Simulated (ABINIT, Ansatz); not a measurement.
# TlI3 (Pm-3m): zone-centre phonons

Which modes does TlI3 (Pm-3m) have at the zone centre?

Calculated with ABINIT 10.8.3; DFT LDA, scalar-relativistic, plane waves, HGH norm-conserving pseudopotentials.

Report form: the programs' logs are mostly left out.

The structure was built from a prototype and need not be the compound's stable phase.

## Step 1: Set-up

The structure is cubic, space group Pm-3m (No. 221). The conventional cell has a = 5.881 Å, b = 5.881 Å, c = 5.881 Å, α = 90.00°, β = 90.00°, γ = 90.00°. Nearest to Tl lie 6 I at 2.94 Å. Nearest to I lie 2 Tl at 2.94 Å. Farther neighbours and most contacts between anions are not listed.

Structure file:

```cif
data_structure
_symmetry_space_group_name_H-M 'P 1'
_symmetry_Int_Tables_number 1
_cell_length_a 5.8807
_cell_length_b 5.8807
_cell_length_c 5.8807
_cell_angle_alpha 90.000
_cell_angle_beta 90.000
_cell_angle_gamma 90.000
_cell_volume 203.37
loop_
_atom_site_label
_atom_site_type_symbol
_atom_site_fract_x
_atom_site_fract_y
_atom_site_fract_z
_atom_site_occupancy
Tl1 Tl 0.00000 0.00000 0.00000 1
I2 I 0.50000 0.00000 0.00000 1
I3 I 0.00000 0.50000 0.00000 1
I4 I 0.00000 0.00000 0.50000 1
```

## Step 2: Relaxing the cell and atoms

The harmonic expansion needs vanishing forces, and a free crystal bears no stress, so cell and atoms are brought to rest. Stress is more sensitive to the basis than forces are: the last 3 Ha under the cutoff are smoothed with ecutsm, and the cutoff is raised above that of the later runs.

The starting cell comes from a relaxation made beforehand in Ansatz (LDA, PseudoDojo NC).

Input file relax.abi:

```
# relaxation
ionmov 2
optcell 2
dilatmx 1.08
ntime 40
tolmxf 1.0d-05
tolvrs 1.0d-14
prtwf 0
prtden 0
chksymtnons 0

# basis, mesh and filling
ecut 26.0
ecutsm 3.0
ixc 7
ngkpt 6 6 6
nshiftk 1
shiftk 0.0 0.0 0.0
istwfk *1
occopt 6
tsmear 0.01
nband 19
nstep 100
diemac 1000000.0
prtebands 0
prtgsr 0

# cell and atoms
acell 3*1.0 Angstrom
rprim 
    5.880652135 0.0 0.0
    0.0 5.880652135 0.0
    0.0 0.0 5.880652135
ntypat 2
znucl 81 53
natom 4
typat 1 2 2 2
xred 
    0.0 0.0 0.0
    0.5 0.0 0.0
    0.0 0.5 0.0
    0.0 0.0 0.5
pp_dirpath "./pseudo"
pseudos "Tl.hgh, I.hgh"
```

Command:

```
$ OMP_NUM_THREADS=1 mpirun -n 4 abinit relax.abi > relax.log
```

The job ended after 3.2 min (4 MPI ranks of Arm Neoverse V2, shared host).

Relaxation path:

```csv
step,energy less that of the first step (eV),largest force (eV/Å),volume (Å³)
1,0.0000,0.0000,203.37
2,-0.0035,0.0000,202.76
3,-0.0315,0.0000,192.45
4,-0.0318,0.0000,193.48
5,-0.0318,0.0000,193.40
```

```csv
"conventional cell, symmetrised",before,after,change
a (Å),5.881,5.783,-1.7 %
b (Å),5.881,5.783,-1.7 %
c (Å),5.881,5.783,-1.7 %
volume (Å³/atom),50.84,48.35,-4.9 %
```

This step gave:

- volume per atom: 48.35 Å³
- pressure: -8.85e-5 GPa
- gap on the k-mesh: 0 eV

The volume changes by -4.9 % from the cell with which this run began.

## Step 3: Self-consistent run for the response

The response is built on these wavefunctions, so the potential is converged far more tightly than an energy would need. Occupations are smeared.

Input file gs.abi:

```
# ground state
tolvrs 1.0d-16
prtden 1
prtwf 1

# basis, mesh and filling
ecut 20.0
ixc 7
ngkpt 6 6 6
nshiftk 1
shiftk 0.0 0.0 0.0
istwfk *1
occopt 6
tsmear 0.01
nband 19
nstep 100
diemac 1000000.0
prtebands 0
prtgsr 0

# cell and atoms
acell 3*1.0 Angstrom
rprim 
    5.782963249 0.0 0.0
    0.0 5.782963249 0.0
    0.0 0.0 5.782963249
ntypat 2
znucl 81 53
natom 4
typat 1 2 2 2
xred 
    0.0 0.0 0.0
    0.5 0.0 0.0
    0.0 0.5 0.0
    0.0 0.0 0.5
pp_dirpath "./pseudo"
pseudos "Tl.hgh, I.hgh"
```

Command:

```
$ OMP_NUM_THREADS=1 mpirun -n 4 abinit gs.abi > gs.log
```

Wall time 22 s (4 MPI ranks); 86 s of CPU time.

This step gave:

```yaml
pressure: -0.1489 GPa
```

The cell stands at -0.15 GPa: the relaxation ran with a smoothed and higher cutoff, and the difference is a stress of the finite basis.

## Step 4: Zone-centre response

At q = 0 one unit cell holds all displacements. The response is solved for single atoms along the cell's directions, and symmetry skips those that follow from others. The crystal is treated as a metal, which screens a static field, so no field response is asked.

Input file dfpt_gamma.abi:

```

# common to the responses
getwfk_filepath "gso_WFK"
kptopt 2
nqpt 1
qpt 0.0 0.0 0.0
asr 0
chneut 0

# displacements
rfphon 1
rfatpol 1 4
rfdir 1 1 1
tolvrs 1.0d-10
prtwf 0

# basis, mesh and filling
ecut 20.0
ixc 7
ngkpt 6 6 6
nshiftk 1
shiftk 0.0 0.0 0.0
istwfk *1
occopt 6
tsmear 0.01
nband 19
nstep 100
diemac 1000000.0
prtebands 0
prtgsr 0

# cell and atoms
acell 3*1.0 Angstrom
rprim 
    5.782963249 0.0 0.0
    0.0 5.782963249 0.0
    0.0 0.0 5.782963249
ntypat 2
znucl 81 53
natom 4
typat 1 2 2 2
xred 
    0.0 0.0 0.0
    0.5 0.0 0.0
    0.0 0.5 0.0
    0.0 0.0 0.5
pp_dirpath "./pseudo"
pseudos "Tl.hgh, I.hgh"
```

Command:

```
$ OMP_NUM_THREADS=1 mpirun -n 4 abinit dfpt_gamma.abi > dfpt_gamma.log
```

Elapsed: 2.6 min, on 4 MPI ranks.

Numbers from this step:

```yaml
largest_acoustic_frequency_at_the_zone_centre_before_the_sum_rule: 0.13 cm⁻¹
highest_optical_zone_centre_mode_no_lo_to_term: 100.2 cm⁻¹
lowest_optical_zone_centre_mode: -48.17 cm⁻¹
```

The acoustic modes at Γ come out as far as 0.1 cm⁻¹ from zero, where they should vanish, a small numerical error. The lowest optical mode is imaginary, 48i cm⁻¹, an instability at this level and on this k mesh.

## Step 5: Modes with the sum rule

anaddb reads the merged derivatives and imposes the acoustic sum rule.

Input file anaddb.abi:

```
ddb_filepath "gamma_DDB"
output_file "anaddb.abo"
outdata_prefix "anaddb"
asr 1
chneut 1
enunit 2
eivec 1
nph1l 1
qph1l 0.0 0.0 0.0 1.0
```

Input file mrgddb.in:

```
gamma_DDB
merged
2
dfpt_gammao_DDB
gso_DDB
```

Command:

```
$ mrgddb < mrgddb.in > mrgddb.log
$ OMP_NUM_THREADS=1 anaddb anaddb.abi > anaddb.log
```

It took 0.57 s on 1 thread.

No LO-TO term; unit eigenvectors of the mass-weighted matrix, from anaddb's displacements. The modes at Γ (shares of kinetic energy by element, %) (negative means imaginary):

```csv
mode,frequency (cm⁻¹),symmetry,Tl %,I %
1,-48.2,T1u,45,55
2,-48.2,T1u,45,55
3,-48.2,T1u,45,55
4,-28.8,T2u,0,100
5,-28.8,T2u,0,100
6,-28.8,T2u,0,100
7,0.0,acoustic,35,65
8,0.0,acoustic,35,65
9,0.0,acoustic,35,65
10,100.2,T1u,20,80
11,100.2,T1u,20,80
12,100.2,T1u,20,80
```

Displacements in mode 1 (-48.2 cm⁻¹), the largest set to 1:
```
Tl1  0.00  0.00 -1.00
I2   0.00  0.00  0.97
I3   0.00  0.00  0.97
I4   0.00  0.00 -0.33
```

Displacements in mode 4 (-28.8 cm⁻¹), the largest set to 1:
```
Tl1  0.00  0.00  0.00
I2   0.00  0.00  1.00
I3   0.00  0.00 -1.00
I4   0.00  0.00  0.00
```

The rule moves no optical mode by more than 0.1 cm⁻¹.

## Step 6: A second program

The same cell goes through another code, with its own cutoff. The potentials differ.

This step: DFT LDA, scalar-relativistic, plane waves, PseudoDojo norm-conserving pseudopotentials (Ansatz 0.2.0).

Input file input.yaml:

```yaml
crystal:
  lattice:
    - [5.7829632493, 0.0, 0.0]
    - [0.0, 5.7829632493, 0.0]
    - [0.0, 0.0, 5.7829632493]
  atoms:
    - { symbol: Tl, position: [0.0, 0.0, 0.0] }
    - { symbol: I, position: [0.5, 0.0, 0.0] }
    - { symbol: I, position: [0.0, 0.5, 0.0] }
    - { symbol: I, position: [0.0, 0.0, 0.5] }
kpoints:
  mp_grid: { grid: [6, 6, 6] }
hamiltonian:
  xc: lda
  pseudopotentials: { kind: nc, accuracy: standard }
scf:
  occupations: { method: methfessel_paxton, width: 0.27211 }
output:
  eigenvalues: true
phonons:
  method: dfpt
```

Command:

```
$ ansatz run input.yaml --threads 4 --pin off --max-ram 8192MiB --backend cpu --events-out ev --progress --plain --runs-dir out
```

Run time: 78 s. Hardware: 4 threads; peak memory 3.5 GiB.

Read from the output:

```yaml
sum_rule_residual_before_enforcement: 1.81e-5 eV/Å²
highest_optical_zone_centre_mode_no_lo_to_term: 137.2 cm⁻¹
lowest_optical_zone_centre_mode: -46.92 cm⁻¹
```

## Step 7: Side by side: ABINIT HGH and Ansatz, PseudoDojo

Worked out from the results:

- root-mean-square difference: 21.38 cm⁻¹
- largest difference: 37 cm⁻¹

Optical modes, paired by symmetry label. Frequencies side by side, by row:

```csv
q (reciprocal lattice),mode,ABINIT HGH (cm⁻¹),"Ansatz, PseudoDojo (cm⁻¹)"
0 0 0,1,-48.2,-46.9
0 0 0,2,-48.2,-46.9
0 0 0,3,-48.2,-46.9
0 0 0,4,-28.8,-29.5
0 0 0,5,-28.8,-29.5
0 0 0,6,-28.8,-29.5
0 0 0,10,100.2,137.2
0 0 0,11,100.2,137.2
0 0 0,12,100.2,137.2
```

At the zone centre the largest difference (acoustic modes at Γ apart) is 37 % of the highest mode.

## Step 8: Summary of results

* space group after relaxation: Pm-3m
* volume per atom: 48.3 Å³
* highest optical zone-centre mode (no LO-TO term): 100.2 cm⁻¹
* lowest optical zone-centre mode: -48.2 cm⁻¹
* imaginary optical modes at the zone centre (no q mesh in this session): yes
* largest difference from Ansatz, PseudoDojo: 37 cm⁻¹

What this shows: At the LDA level the optical modes of TlI3 (Pm-3m) at the zone centre run from 48i to 100 cm⁻¹, so the structure is a saddle point, with 6 modes beyond 10i cm⁻¹ there. On other potentials, and in a cell that was not relaxed for them, the second run differs strongly on some modes. ABINIT HGH and Ansatz, PseudoDojo differ by 21.4 cm⁻¹ in the root mean square and by 37.0 cm⁻¹ at most, 36.9 % of the highest mode compared (acoustic modes at Γ left out); the two use different potentials, and the cell was not relaxed for the second set. These are harmonic frequencies at zero temperature: anharmonic shifts and linewidths and thermal expansion are left out. Spin-orbit coupling is left out, which can matter for the heavy elements here. The HGH files keep few electrons and have no core correction, which is cheap but rough for Tl. In a metal the frequencies hang on the k mesh and the smearing, most of all near Kohn anomalies. The structure is a hypothetical one, built on a prototype.

[Host names and launcher messages were left out of these logs when they were recorded.]

[Logs are printed without paths, hosts, clocks, repeated set-up lines and the standing remarks that a program may print on its own settings, such as how far it seeks lower states.]

[Hosts, paths, dates, database ids (printed as entryN), source tags and the programs' standing remarks are cut or masked in the printed files.]
